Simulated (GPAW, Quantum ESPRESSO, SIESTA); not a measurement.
# Equation of state of rocksalt TaN at PBE: programs compared

Aim: the equation of state of rocksalt TaN at PBE, from a volume scan solved by several programs.

Values are calculated unless marked as measured.

## Step 1: Set-up

The cell holds 2 atoms (1 Ta and 1 N). It starts from typed lattice constants, and its volume is changed by -8 to +8 %. Symmetry fixes shape and atoms, so all levels solve the scaled cells as they are.

## Step 2: One input

Quantum ESPRESSO 7.5: Kohn-Sham DFT, PBE, GBRV 1.5 ultrasoft pseudopotentials, plane waves. Its pw.in for the cell at +0 %:

```
&control
  calculation = 'scf'
  pseudo_dir = './pseudo'
  outdir = './tmp'
  disk_io = 'none'
  tprnfor = .true.
  tstress = .true.
/
&system
  ibrav = 0
  nat = 2
  ntyp = 2
  ecutwfc = 50
  ecutrho = 300
  occupations = 'smearing'
  smearing = 'fd'
  degauss = 0.007350
/
&electrons
  conv_thr = 1.0e-08
  electron_maxstep = 100
  mixing_beta = 0.3
  mixing_mode = 'plain'
  diagonalization = 'david'
/
ATOMIC_SPECIES
Ta 180.948 Ta.upf
N 14.007 N.upf
CELL_PARAMETERS angstrom
0.00000 2.21000 2.21000
2.21000 0.00000 2.21000
2.21000 2.21000 0.00000
ATOMIC_POSITIONS crystal
Ta 0.00000 0.00000 0.00000
N 0.50000 0.50000 0.50000
K_POINTS automatic
12 12 12 0 0 0
```

Elapsed: 8.6 s, on 2 MPI ranks of Arm Neoverse V2, shared host; peak memory 0.18 GiB.

## Step 3: Programs and settings

| level | basis or training data | k-meshes | runs finished | CPU time | peak memory (GiB) |
| --- | --- | --- | --- | --- | --- |
| QE, PBE (reference) | plane waves, GBRV 1.5 ultrasoft, 50/300 Ry | 12×12×12 | 9 of 9 | 2.9 min | 0.2 |
| GPAW plane waves, PBE | plane waves, PAW, 900 eV | 12×12×12 | 9 of 9 | 4.9 min | 0.41 |
| SIESTA DZP, PBE | DZP orbitals, shift 0.01 Ry, mesh 400 Ry | 12×12×12 | 9 of 9 | 7.2 min | 0.38 |

CPU times are sums over a level's finished runs on a shared host, and rough.

## Step 4: Energy and pressure

Energy over each level's lowest row (meV an atom), then pressure (GPa):

| volume change (%) | volume (Å³/atom) | E, QE, PBE | E, GPAW plane waves, PBE | E, SIESTA DZP, PBE | P, QE, PBE | P, GPAW plane waves, PBE | P, SIESTA DZP, PBE |
| --- | --- | --- | --- | --- | --- | --- | --- |
| -8 | 9.930 | 80.06 | 82.13 | 108.66 | 32.14 | 32.83 | 38.36 |
| -6 | 10.146 | 42.83 | 44.30 | 64.09 | 22.51 | 23.15 | 28.36 |
| -4 | 10.362 | 17.91 | 18.86 | 31.81 | 13.89 | 14.49 | 19.73 |
| -2 | 10.578 | 4.01 | 4.47 | 10.83 | 6.15 | 6.71 | 11.57 |
| +0 | 10.794 | 0.00 | 0.00 | 0.64 | -0.79 | -0.26 | 3.73 |
| +2 | 11.010 | 4.85 | 4.45 | 0.00 | -7.00 | -6.51 | -2.60 |
| +4 | 11.226 | 17.65 | 16.86 | 7.35 | -12.57 | -12.11 | -8.23 |
| +6 | 11.441 | 37.55 | 36.42 | 21.91 | -17.56 | -17.13 | -13.35 |
| +8 | 11.657 | 63.85 | 62.43 | 43.41 | -22.03 | -21.63 | -18.27 |

## Step 5: Fits

Third-order Birch–Murnaghan fits: the energy is a cubic in V^(−2/3), fitted to the energies of the rows that share one k-mesh, or through its derivative to the printed pressures. A tick marks the fit quoted below: that to energies where it misses by under 0.12 meV an atom, else that to pressures.

| level | fitted to | V0 (Å³/atom) | a (Å) | B0 (GPa) | B′ | r.m.s. miss |
| --- | --- | --- | --- | --- | --- | --- |
| QE, PBE | energies, 9 rows ✓ | 10.780 | 4.418 | 330.2 | 4.45 | 0.01 meV/atom |
| QE, PBE | pressures, 9 rows | 10.768 | 4.417 | 331.3 | 4.45 | 0.01 GPa |
| GPAW plane waves, PBE | energies, 9 rows ✓ | 10.790 | 4.420 | 330.3 | 4.44 | 0.00 meV/atom |
| GPAW plane waves, PBE | pressures, 9 rows | 10.785 | 4.419 | 330.7 | 4.44 | 0.01 GPa |
| SIESTA DZP, PBE | energies, 9 rows | 10.925 | 4.438 | 325.6 | 4.47 | 0.18 meV/atom |
| SIESTA DZP, PBE | pressures, 9 rows ✓ | 10.927 | 4.438 | 325.3 | 4.41 | 0.20 GPa |

## Step 6: Findings

From its energies, the reference gives V0 = 10.780 Å³ an atom (a = 4.418 Å), B0 = 330 GPa and B′ = 4.5. GPAW plane waves, PBE (energies) lies +0.10 % from it in volume and +0.0 % in bulk modulus. SIESTA DZP, PBE (pressures) lies +1.37 % from it in volume and -1.5 % in bulk modulus. The energies of SIESTA DZP, PBE scatter about their fit by 0.18 meV an atom even on one mesh, so the pressures are quoted there. Where both fits stand, they agree on V0 within 0.3 %.

Caveats: The nuclei are static, without zero-point or thermal motion. Spin–orbit coupling is left out. Rocksalt TaN is a high-temperature or thin-film form, not the ground state. SIESTA's automatically made basis is far from complete, and its potentials were converted by us (checked for H, C, O, Si, Ge and Ca alone). The DFT runs use Fermi–Dirac occupations of width 0.1 eV, and energies are free energies.

[Logs are printed without paths, hosts, clocks, repeated set-up lines and the standing remarks that a program may print on its own settings, such as how far it seeks lower states.]

[Hosts, paths, dates, database ids (printed as entryN), source tags and the programs' standing remarks are cut or masked in the printed files.]
